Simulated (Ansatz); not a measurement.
# Decaying states in the gap of Sr4As2Se

Aim: relax a made-up compound, Sr4As2Se, and see how good a tunnel barrier it would be. It is built by putting Sr for Ca, Se for O in the Ca4As2O structure of space group I4/mmm, with the volume rescaled by atomic radii. The parent structure comes from the Materials Project.

Main program and level: Ansatz 0.2.0; r2SCAN DFT, plane waves, PAW files, in the first sound run; inputs show where later runs differ.

The structure was built from a prototype and need not be the compound's stable phase.

### Step 1. The starting structure

Symmetry: I4/mmm, No. 139, tetragonal system. The conventional cell has a = 4.869 Å, b = 4.869 Å, c = 16.499 Å, α = 90.00°, β = 90.00°, γ = 90.00°. Sr has 1 Se at 2.83 Å and 5 As at 3.16 to 3.49 Å nearest. Sr has 2 Se at 2.43 Å and 4 As at 3.32 Å nearest. As has 9 Sr at 3.16 to 3.49 Å nearest. Se has 6 Sr at 2.43 to 2.83 Å nearest. It derives from Ca4As2O. Sr for Ca, Se for O in the Ca4As2O structure of space group I4/mmm. Farther neighbours and most contacts between anions are not listed.

Coordinates:

```cif
data_structure
_symmetry_space_group_name_H-M 'I4/mmm'
_symmetry_Int_Tables_number 139
_cell_length_a 4.8686
_cell_length_b 4.8686
_cell_length_c 16.4993
_cell_angle_alpha 90.000
_cell_angle_beta 90.000
_cell_angle_gamma 90.000
_cell_volume 391.08
loop_
_atom_site_label
_atom_site_type_symbol
_atom_site_symmetry_multiplicity
_atom_site_Wyckoff_symbol
_atom_site_fract_x
_atom_site_fract_y
_atom_site_fract_z
_atom_site_occupancy
Sr1 Sr 4 e 0.50000 0.50000 0.17140 1
Sr2 Sr 4 c 0.50000 0.00000 0.00000 1
As1 As 4 e 0.50000 0.50000 0.36314 1
Se1 Se 2 b 0.50000 0.50000 0.00000 1
```

### Step 2. Relaxing the new crystal

The substituted atoms don't fit the parent's cell, so cell and atoms relax together. A small smearing keeps the run stable in case the gap closes on the way.

The input, input.yaml:

```yaml
crystal:
  lattice:
    - [-2.434284453, 2.434284453, 8.2496564001]
    - [2.434284453, -2.434284453, 8.2496564001]
    - [2.434284453, 2.434284453, -8.2496564001]
  atoms:
    - { symbol: Sr, position: [0.6713968, 0.6713968, 0.0] }
    - { symbol: Sr, position: [0.3286032, 0.3286032, 0.0] }
    - { symbol: Sr, position: [0.0, 0.5, 0.5] }
    - { symbol: Sr, position: [0.5, 0.0, 0.5] }
    - { symbol: As, position: [0.86314396, 0.86314396, 0.0] }
    - { symbol: As, position: [0.13685604, 0.13685604, 0.0] }
    - { symbol: Se, position: [0.5, 0.5, 0.0] }
kpoints:
  mp_grid: { grid: [6, 6, 6] }
scf:
  occupations: { method: gaussian, width: 0.03 }
hamiltonian:
  xc: r2scan
output:
  forces: true
  stress: true
relax:
  f_tol: 0.02
  max_steps: 60
  cell: {}
```

On the command line:

```console
$ ansatz run input.yaml --threads 2 --pin off --max-ram 4096MiB --backend cpu --events-out ev --progress --plain --runs-dir out
```

Numbers of over 12 decimals in the logs are rounded to 6 here.

The log of the run:

```text
basis.fft_grid_basis auto: the FFT boxes are laid along the combinations [[1, 0, 1], [0, 1, 1], [0, 0, 1]] of the cell's own vectors, 4.869, 4.869 and 8.939 Å long. The dense box has 36×36×72 points. Along the cell's own vectors, as sized, it would have 72×72×72, 4.00 times as many. Of the 16 symmetry operations that the crystal satisfies within crystal.symmetry.tolerance (time reversal apart; of a slab, those that k [...]
Engine: ansatz 0.2.0, x86_64-unknown-linux-gnu
Pseudopotentials: kind: paw
Pseudopotential: Sr, paw, valence charge 10, recommended cutoff 500 eV (meta_gga), Sr.paw.azcp
Pseudopotential: As, paw, valence charge 15, recommended cutoff 500 eV (meta_gga), As.paw.azcp
Pseudopotential: Se, paw, valence charge 16, recommended cutoff 500 eV (meta_gga), Se.paw.azcp
Functional definition: r2SCAN
  parameter k0 = 0.174
  parameter k1 = 0.065
  parameter a1 = 4.9479
  exchange = r2scan_x(k0 = k0, k1 = k1, a1 = a1)
  correlation = r2scan_c
Crystal: 7 atoms, lattice volume = 195.541 Å³
Basis set: ecut = 500 eV, 4943 PW (Γ), FFT grids on a1+a3, a2+a3, a3, exchange–correlation on 144×144×288 points (64 copies of the dense FFT grid, shifted against one another)
Bands: 52, of which v1, the nominal top of the filled ones, is band 43 counted from 1 (42 counted from 0)
Symmetry: 16 space group operations
Space group: I4/mmm (ITA 139), of the structure as read, at distance tolerance 5.8e-5 Å
k-points: 30 of 216
Non-local potential: Sr, projectors of the file, l = 0: 3, l = 1: 2, l = 2: 2
Non-local potential: As, projectors of the file, l = 0: 2, l = 1: 2, l = 2: 3, l = 3: 1
Non-local potential: Se, projectors of the file, l = 0: 2, l = 1: 2, l = 2: 3, l = 3: 1
PAW form: soft (Blöchl's): semilocal exchange-correlation on the pseudo side does not see the compensation charge
PAW frozen core: Sr, regenerated for the run's functional (the file was generated under x = pbe(κ = 0.804, μ = 0.219515), c = pbe(β = 0.066725))
PAW frozen core: As, regenerated for the run's functional (the file was generated under x = pbe(κ = 0.804, μ = 0.219515), c = pbe(β = 0.066725))
PAW frozen core: Se, regenerated for the run's functional (the file was generated under x = pbe(κ = 0.804, μ = 0.219515), c = pbe(β = 0.066725))
PAW one-centre angular grid: Sr, 302 points (default); XC on 160 Gauss nodes
PAW one-centre angular grid: As, 590 points (default); XC on 160 Gauss nodes
PAW one-centre angular grid: Se, 590 points (default); XC on 160 Gauss nodes
Initial density: superposition of atomic densities (neutral atoms: chi_scale 0, normalization atom), corrected by the library's trained network
Initial wavefunctions: pseudopotential atomic-orbital guess
Functional: x = r2scan, c = r2scan; τ floored in thin density (d = 2e-4 eV/Å³)
SCF iter   1: F=—  HF=-29432.968078 eV  |F-HF|=—  |Δ(HF+E_count)|=         —  Δρ=5.42e-3  dr2=1.69e-1  dr2_τ=1.03e-1  ethr=1.77e-3  ⟨swp⟩=11.2  Hψ=8489  notcnv=0  defer=8
preconditioner: auto → Resta (q_TF=auto, 2.379 Å⁻¹)  ε∞=4.0  [insulator: Δε(μ)=0.871 eV  Ē_g=7.403 eV  σ=0.030 eV  W_gap=1.00  n_scr=50 (ndim 8)  ℏωp=12.9 eV  f_vac=0.017  D(μ)=0.00/eV (n_scr^D=0)  ε∞_Penn≈4.0]
SCF iter   2: F=—  HF=-29433.251190 eV  |F-HF|=—  |Δ(HF+E_count)|=   2.83e-1  Δρ=3.19e-3  dr2=3.32e-2  dr2_τ=1.26e-3  ethr=1.97e-4  ⟨swp⟩=3.8  Hψ=3563  notcnv=0  defer=92
SCF iter   3: F=—  HF=-29433.249238 eV  |F-HF|=—  |Δ(HF+E_count)|=   1.95e-3  Δρ=1.25e-3  dr2=3.46e-3  dr2_τ=1.58e-4  ethr=3.86e-5  ⟨swp⟩=4.0  Hψ=2898  notcnv=0  defer=62
automatic band count: iteration 3 solves 51 bands in place of 52: the levels show a gap, and the empty bands left out lie too high to hold charge; the band table lists the bands solved (type scf.n_extra_bands for more)
SCF iter   4: F=—  HF=-29433.249401 eV  |F-HF|=—  |Δ(HF+E_count)|=   1.63e-4  Δρ=4.25e-4  dr2=3.17e-4  dr2_τ=1.45e-5  ethr=4.02e-6  ⟨swp⟩=2.8  Hψ=3050  notcnv=0  defer=62
SCF iter   5: F=—  HF=-29433.249499 eV  |F-HF|=—  |Δ(HF+E_count)|=   9.77e-5  Δρ=1.05e-4  dr2=2.40e-5  dr2_τ=1.38e-6  ethr=3.69e-7  ⟨swp⟩=2.1  Hψ=1910  notcnv=0  defer=62
SCF iter   6: F=—  HF=-29433.249653 eV  |F-HF|=—  |Δ(HF+E_count)|=   1.54e-4  Δρ=2.16e-5  dr2=9.20e-7  dr2_τ=6.62e-8  ethr=2.79e-8  ⟨swp⟩=2.0  Hψ=2787  notcnv=0  defer=62
SCF iter   7: F=—  HF=-29433.249653 eV  |F-HF|=—  |Δ(HF+E_count)|=   3.45e-8  Δρ=9.76e-6  dr2=2.24e-7  dr2_τ=7.72e-9  ethr=1.16e-10  ⟨swp⟩=6.0  Hψ=7061  notcnv=0
SCF iter   8: F=-29433.249653 eV  HF=-29433.249653 eV  |F-HF|=1.60e-8  |Δ(HF+E_count)|=   8.05e-8  Δρ=2.78e-6  dr2=2.06e-8  dr2_τ=9.31e-10  ethr=1.16e-10  ⟨swp⟩=5.0  Hψ=5848  notcnv=0
SCF 1 converged in 8 iterations: F = -29433.249653 eV  dr2 = 2.06e-8
  greatest PAW one-centre occupation: 1.000 electrons in one spin orbital (limit 2), on the Se atom at site 6 (counted from 0), in its partial waves of l = 2
relax step   1: F+E_penalty+E_count = -29433.24965326 eV  Δ(F+E_penalty+E_count) = +0.000e0 eV  max|allowed force component| = 1.795e0 eV/Å  Δτ_max = 0.0000 Å  P = +17.288 GPa  Ω = 195.541 Å³  (8 SCF iters, dr2 threshold 1.00e-7 eV, accepted)
Crystal: 7 atoms, lattice volume = 217.784 Å³
Basis set: ecut = 500 eV, 5543 PW (Γ), FFT grids on a1+a3, a2+a3, a3, exchange–correlation on 144×144×288 points (64 copies of the dense FFT grid, shifted against one another)
Initial density: handed on by an earlier stage of this run
Initial wavefunctions: those handed on with the density
iter 1 solved again at ethr=3.67e-4 eV; its pass at ethr=3.10e-3 eV (dr2=3.16e-1 eV) is discarded
SCF iter   1: F=—  HF=-29434.857609 eV  |F-HF|=—  |Δ(HF+E_count)|=         —  Δρ=6.45e-3  dr2=3.18e-1  dr2_τ=1.02e0  ethr=3.67e-4  ⟨swp⟩=1.5  Hψ=8919  notcnv=0
automatic band count: iteration 1 solves 50 bands in place of 52: the levels show a gap, and the empty bands left out lie too high to hold charge; the band table lists the bands solved (type scf.n_extra_bands for more)
preconditioner: auto → Resta (q_TF=auto, 2.337 Å⁻¹)  ε∞=4.5  [insulator: Δε(μ)=1.524 eV  Ē_g=6.417 eV  σ=0.030 eV  W_gap=1.00  n_scr=50 (ndim 8)  ℏωp=11.9 eV  f_vac=0.030  D(μ)=0.00/eV (n_scr^D=0)  ε∞_Penn≈4.5]
SCF iter   2: F=—  HF=-29435.589582 eV  |F-HF|=—  |Δ(HF+E_count)|=   7.32e-1  Δρ=3.00e-3  dr2=4.64e-2  dr2_τ=1.13e-3  ethr=3.67e-4  ⟨swp⟩=3.6  Hψ=3096  notcnv=0
SCF iter   3: F=—  HF=-29435.579350 eV  |F-HF|=—  |Δ(HF+E_count)|=   1.02e-2  Δρ=9.99e-4  dr2=3.45e-3  dr2_τ=3.20e-4  ethr=5.39e-5  ⟨swp⟩=3.4  Hψ=2671  notcnv=0  defer=45
SCF iter   4: F=—  HF=-29435.579692 eV  |F-HF|=—  |Δ(HF+E_count)|=   3.42e-4  Δρ=4.44e-4  dr2=7.01e-4  dr2_τ=1.62e-5  ethr=4.02e-6  ⟨swp⟩=2.0  Hψ=2855  notcnv=0  defer=45
[...]
SCF iter   4: F=—  HF=-29436.618306 eV  |F-HF|=—  |Δ(HF+E_count)|=   5.16e-4  Δρ=3.62e-4  dr2=5.11e-4  dr2_τ=1.19e-5  ethr=2.81e-6  ⟨swp⟩=2.0  Hψ=2807  notcnv=0  defer=36
SCF iter   5: F=—  HF=-29436.618612 eV  |F-HF|=—  |Δ(HF+E_count)|=   3.06e-4  Δρ=9.85e-5  dr2=4.38e-5  dr2_τ=4.70e-6  ethr=5.94e-7  ⟨swp⟩=2.0  Hψ=2741  notcnv=0  defer=36
SCF iter   6: F=—  HF=-29436.618598 eV  |F-HF|=—  |Δ(HF+E_count)|=   1.44e-5  Δρ=4.86e-5  dr2=5.66e-6  dr2_τ=1.63e-7  ethr=5.10e-8  ⟨swp⟩=2.0  Hψ=2741  notcnv=0  defer=36
SCF iter   7: F=-29436.618603 eV  HF=-29436.618603 eV  |F-HF|=1.53e-7  |Δ(HF+E_count)|=   5.18e-6  Δρ=8.65e-6  dr2=3.63e-7  dr2_τ=1.19e-8  ethr=8.14e-10  ⟨swp⟩=4.2  Hψ=7306  notcnv=0
SCF 3 converged in 7 iterations: F = -29436.618603 eV  dr2 = 3.63e-7
relax step   3: F+E_penalty+E_count = -29436.61860299 eV  Δ(F+E_penalty+E_count) = -1.039e0 eV  max|allowed force component| = 2.684e-1 eV/Å  Δτ_max = 0.1054 Å  P = +2.557 GPa  Ω = 238.130 Å³  energy of the carried Pulay correction = -4.476e-3 eV  (7 SCF iters, dr2 threshold 7.00e-7 eV, accepted)
[...]
relax step   4: F+E_penalty+E_count = -29436.83056665 eV  Δ(F+E_penalty+E_count) = -2.120e-1 eV  max|allowed force component| = 4.360e-2 eV/Å  Δτ_max = 0.0623 Å  P = +0.675 GPa  Ω = 249.080 Å³  energy of the carried Pulay correction = -5.490e-3 eV  (7 SCF iters, dr2 threshold 7.00e-7 eV, accepted)
[...]
relax step   5: F+E_penalty+E_count = -29436.82947753 eV  Δ(F+E_penalty+E_count) = +1.089e-3 eV  max|allowed force component| = 3.206e-1 eV/Å  Δτ_max = 0.0345 Å  P = -0.009 GPa  Ω = 254.195 Å³  energy of the carried Pulay correction = -5.946e-3 eV  (7 SCF iters, dr2 threshold 7.00e-7 eV, rejected (line search))
[...]
relax step   6: F+E_penalty+E_count = -29436.85166784 eV  Δ(F+E_penalty+E_count) = -2.110e-2 eV  max|allowed force component| = 3.257e-2 eV/Å  Δτ_max = 0.0191 Å  P = +0.248 GPa  Ω = 252.008 Å³  energy of the carried Pulay correction = -5.752e-3 eV  (10 SCF iters, accepted)
[...]
relax step   7: F+E_penalty+E_count = -29436.85436806 eV  Δ(F+E_penalty+E_count) = -2.700e-3 eV  max|allowed force component| = 1.253e-2 eV/Å  Δτ_max = 0.0074 Å  P = +0.035 GPa  Ω = 253.670 Å³  energy of the carried Pulay correction = -5.900e-3 eV  (6 SCF iters, dr2 threshold 3.54e-7 eV, accepted)
[...]
relax step   8: F+E_penalty+E_count = -29436.85440968 eV  Δ(F+E_penalty+E_count) = -4.163e-5 eV  max|allowed force component| = 3.727e-3 eV/Å  Δτ_max = 0.0030 Å  P = -0.002 GPa  Ω = 253.918 Å³  energy of the carried Pulay correction = -5.922e-3 eV  (6 SCF iters, dr2 threshold 9.65e-9 eV, accepted)
Basis set: ecut = 500 eV, 6445 PW (Γ), FFT grids on a1+a3, a2+a3, a3, exchange–correlation on 180×180×288 points (64 copies of the dense FFT grid, shifted against one another)
Initial wavefunctions: pseudopotential atomic-orbital guess (no wavefunctions were taken with the density)
iter 1 solved again at ethr=6.77e-7 eV; its pass at ethr=3.10e-3 eV (dr2=5.82e-4 eV) is discarded
SCF iter   1: F=—  HF=-29436.859375 eV  |F-HF|=—  |Δ(HF+E_count)|=         —  Δρ=6.10e-4  dr2=6.30e-5  dr2_τ=2.61e-4  ethr=6.77e-7  ⟨swp⟩=3.5  Hψ=12885  notcnv=0
preconditioner: auto → Resta (q_TF=auto, 2.278 Å⁻¹)  ε∞=4.2  [insulator: Δε(μ)=0.566 eV  Ē_g=6.084 eV  σ=0.030 eV  W_gap=1.00  n_scr=52 (ndim 8)  ℏωp=10.9 eV  f_vac=0.025  D(μ)=0.00/eV (n_scr^D=0)  ε∞_Penn≈4.2]
SCF iter   2: F=—  HF=-29436.861974 eV  |F-HF|=—  |Δ(HF+E_count)|=   2.60e-3  Δρ=3.17e-4  dr2=1.81e-5  dr2_τ=6.20e-5  ethr=7.33e-8  ⟨swp⟩=2.0  Hψ=2642  notcnv=0
SCF iter   3: F=—  HF=-29436.862909 eV  |F-HF|=—  |Δ(HF+E_count)|=   9.35e-4  Δρ=4.32e-5  dr2=7.80e-7  dr2_τ=8.83e-7  ethr=2.10e-8  ⟨swp⟩=2.0  Hψ=2700  notcnv=0
SCF iter   4: F=—  HF=-29436.862775 eV  |F-HF|=—  |Δ(HF+E_count)|=   1.34e-4  Δρ=6.71e-6  dr2=6.05e-8  dr2_τ=1.42e-8  ethr=9.07e-10  ⟨swp⟩=2.0  Hψ=2640  notcnv=0
SCF iter   5: F=—  HF=-29436.862775 eV  |F-HF|=—  |Δ(HF+E_count)|=   1.36e-7  Δρ=1.50e-6  dr2=3.30e-9  dr2_τ=8.38e-10  ethr=7.03e-11  ⟨swp⟩=2.0  Hψ=2700  notcnv=0
SCF iter   6: F=—  HF=-29436.862775 eV  |F-HF|=—  |Δ(HF+E_count)|=   1.52e-8  Δρ=2.83e-7  dr2=2.52e-10  dr2_τ=1.06e-11  ethr=3.84e-12  ⟨swp⟩=2.0  Hψ=2850  notcnv=0
SCF iter   7: F=-29436.862775 eV  HF=-29436.862775 eV  |F-HF|=5.82e-11  |Δ(HF+E_count)|=  1.49e-10  Δρ=1.35e-7  dr2=6.16e-11  dr2_τ=3.93e-12  ethr=1.00e-12  ⟨swp⟩=5.1  Hψ=5912  notcnv=0
SCF 9 converged in 7 iterations: F = -29436.862775 eV  dr2 = 6.16e-11
relax step   9: F+E_penalty+E_count = -29436.86277510 eV  Δ(F+E_penalty+E_count) = -8.365e-3 eV  max|allowed force component| = 3.784e-3 eV/Å  Δτ_max = 0.0000 Å  P = +0.008 GPa  Ω = 253.918 Å³  stress off target by 1.67e-2 GPa  SCF on the basis re-selected at this cell (its energy is not comparable with the rows above)  (7 SCF iters)
basis re-selected at this cell: Δ(F+E_penalty+E_count) = -8.365e-3 eV, ΔP = +0.010 GPa vs the last step (what re-selecting the basis moved, of the pressure what is left beyond the Pulay correction that the steps carried, after the strain that the cell walked since its last selection, with what the two solves' SCF thresholds leave and, on support functions, any second-order correction that the steps lacked; it is no measure of the basis error at this ecutwfc). The dense FFT grid was sized anew with the basis: this SCF ran on 45×45×72 points, the steps before it on 36×36×72, so part of this shift can come from that change (see relax.cell in the input reference). [rest of the remark cut]
SCF converged after 7 iterations
Free energy (F): -29436.862775 eV
Harris-Foulkes:  -29436.862775 eV  (|F-HF|=5.82e-11)
Internal energy: -29436.862775 eV  (E = F + TS)
E sigma→0 (E₀):  -29436.862775 eV
Fermi energy:    6.609563 eV
--- Per-component energies (eV) ---
  E_band       = -1464.841044
  E_kinetic    = 1306.657622
  E_local      = -10667.272994  (includes V_loc(G=0)·N_el)
  E_nonlocal   = -1132.207535
  E_hartree    = 4739.570332
  E_xc         = -901.383581
  E_vxc        = -985.027606  (∫ρ·V_xc dr)
  E_paw        = -16482.057696  (= ΣΔE_a)
  E_vpaw       = 482.287882  (= ΣTr[D̂ρ^β])
  E_aug_tail   = -0.000223  (compensation charges beyond the density's cutoff)
  E_vtau       = 51.581335  (kinetic-family band-sum trace: ∫τ·v_τ [+ j·A + Jᵃ·Aᵃ] dr)
  E_ewald      = -6294.904968
  E_core_change = -5.263732  (= ΣΔE_core)
  E_smearing   = -0.000000  (= −TS)
  E_closure    = -0.000000  (closes the sum)
  Σ components = -29436.862775   (vs F -29436.862775, Δ=0.00e0)
--- Forces (eV/Å), atoms counted from 1 ---
  atom   1  Sr     0.00000000    -0.00000000    -0.00003954
  atom   2  Sr     0.00000000     0.00000000     0.00003954
  atom   3  Sr     0.00000000    -0.00000000    -0.00000000
  atom   4  Sr    -0.00000000     0.00000000    -0.00000000
  atom   5  As    -0.00000000     0.00000000    -0.00378449
  atom   6  As     0.00000000    -0.00000000     0.00378449
  atom   7  Se    -0.00000000     0.00000000     0.00000000
  max |Σ_I F_I| component: 3.63e-18 eV/Å
--- Stress (GPa, compression-positive) ---
        0.016664       0.000000       0.000000
        0.000000       0.016664      -0.000000
        0.000000       0.000000      -0.010490
  P = ⅓ Tr σ = 0.0076 GPa (0.076 kbar)
--- Relaxed structure (8 steps of the walk, 7 accepted, 1 SCFs on fresh bases) ---
  F+E_penalty+E_count = -29436.86277510 eV   max|allowed force component| = 3.784e-3 eV/Å   (the final SCF, on the basis selected at the relaxed cell)
  cell:  # Å, volume = 253.9183 Å³
    - [-2.778568, 2.778568, 8.222275]
    - [2.778568, -2.778568, 8.222275]
    - [2.778568, 2.778568, -8.222275]
  atoms:
    - { symbol: Sr, position: [0.688506, 0.688506, 0] }
    - { symbol: Sr, position: [0.311494, 0.311494, 0] }
    - { symbol: Sr, position: [4.656161693043289e-19, 0.5, 0.5] }
    - { symbol: Sr, position: [0.5, 4.656161693043293e-19, 0.5] }
    - { symbol: As, position: [0.871719, 0.871719, 0] }
    - { symbol: As, position: [0.128281, 0.128281, 0] }
    - { symbol: Se, position: [0.5, 0.5, 0] }
```

Run time: 2.9 min. Hardware: 2 threads of AMD EPYC 7R13 (Zen 3), shared host; peak memory 1.4 GiB.

The steps of the relaxation:

```
step  energy less that of the first step (eV)  largest force component (eV/Å)  pressure (GPa)  volume (Å³)
   1                                   0.0000                          1.7949           17.29       195.54
   2                                  -2.3303                          0.8569            7.85       217.78
   3                                  -3.3690                          0.2684            2.56       238.13
   4                                  -3.5809                          0.0436            0.67       249.08
   5                                  -3.5798                          0.3206           -0.01       254.20
   6                                  -3.6020                          0.0326            0.25       252.01
   7                                  -3.6047                          0.0125            0.03       253.67
   8                                  -3.6048                          0.0037            0.00       253.92
  9*                                  -3.6131                          0.0038            0.01       253.92
```

Relaxation steps marked * repeat the geometry before them on a plane-wave basis chosen anew for their cell, so energy and pressure can jump there. Relaxation step 5 was tried and not accepted.

The run keeps the 16 symmetry operations that it works with, so distortions that break them were not tested.

```
     cell as run  before   after   change
           a (Å)   8.939   9.113   +1.9 %
           b (Å)   8.939   9.113   +1.9 %
           c (Å)   8.939   9.113   +1.9 %
           α (°)  148.40  144.50   -2.6 %
           β (°)  148.40  144.50   -2.6 %
           γ (°)   45.30   51.09  +12.8 %
volume (Å³/atom)   27.93   36.27  +29.9 %
```

The atoms that moved most (Å, as changes of fractional coordinates times the final cell):

```
atom     dx     dy      dz  length
 Sr1  0.000  0.000   0.281   0.281
 Sr2  0.000  0.000  -0.281   0.281
 As6  0.000  0.000  -0.141   0.141
 As5  0.000  0.000   0.141   0.141
```

This step gave:

```
free energy  : -29436.8628 eV
Fermi energy : 6.610 eV
pressure     : 0.007613 GPa
```

The largest force component on a free atom ends at 0.0038 eV/Å.

(Continued in part 2 of 3.)

[Logs are printed without paths, hosts, clocks, repeated set-up lines and the standing remarks that a program may print on its own settings, such as how far it seeks lower states.]

[Hosts, paths, dates, database ids (printed as entryN), source tags and the programs' standing remarks are cut or masked in the printed files.]
